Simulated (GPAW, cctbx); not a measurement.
# By hand: from a DFT structure factor to an extinction distance in Li2Cu

Li2Cu, I4/mcm (no. 140), a = 6.2644 Å, b = 6.2644 Å, c = 4.9099 Å, α = 90.00°, β = 90.00°, γ = 90.00°.

| atom | mult. | x | y | z |
| --- | --- | --- | --- | --- |
| Cu1 | 4 | 0 | 0 | 1/4 |
| Li1 | 8 | 0.6667 | 0.8333 | 1/2 |

The cell comes from substitution in a known structure type and wasn't matched to any measured phase.

A DFT run (GPAW, PBE, 550 eV, 6×6×6 k-points, Fermi–Dirac width 0.1 eV) gives the static X-ray structure factor of 002 as 78.307 e for the conventional cell; superposed free atoms give 79.195 e. **Problem.** Find the Fourier component V of the crystal potential and the two-beam extinction distance at 80 kV in both cases.

### 1. Geometry

The cell volume is Ω = 192.68 Å³ and d(002) = 2.4550 Å, so g = 1/d = 0.4073 Å⁻¹.

### 2. The nuclei

Electrons feel nuclei as well as electrons, so the nuclear charges are summed with the same phases.

Phase sums Σ exp(2πi h·x), turned so that the total is real and positive: Cu +4.000, Li -8.000. Then F_Z = 29 × (+4.000) + 3 × (-8.000) = 92.00 e. The electron term has the same sign for this reflection.

### 3. Mott–Bethe

Poisson's equation, term by term, gives V = (e/4πε₀)(F_Z − F)/(πΩg²), with e/4πε₀ = 14.3996 V Å.

The prefactor is 14.3996 × 2.4550²/(π × 192.68) = 0.14337 V per electron. Free atoms: (92.00 − 79.195) × 0.14337 = 1.836 V. Crystal: (92.00 − 78.307) × 0.14337 = 1.963 V. F changes by -1.12 % and V by +6.9 %: the same 0.89 e is measured against F_Z − F = 12.8 e in place of F = 79.2 e.

### 4. Extinction distance

In the two-beam case ξ = 1/(λU) with U = 2γm₀eV/h², that is ξ = 150.41 V Å²/(γλV).

At 80 kV, λ = 0.04176 Å and γ = 1.1566. Free atoms: ξ = 1696 Å. Crystal: ξ = 1586 Å. The thickness fringes go as sin²(πt/ξ), so the two patterns slip by a quarter of a period when t|1/ξ₁ − 1/ξ₀| = 1/4, at t ≈ 612 nm. Thermal motion, absorption and many-beam coupling, left out here, change a real pattern.

### 5. Answer

V(002) is 1.96 V against 1.84 V, and ξ is 1586 against 1696 Å. Limits: static atoms, two beams.
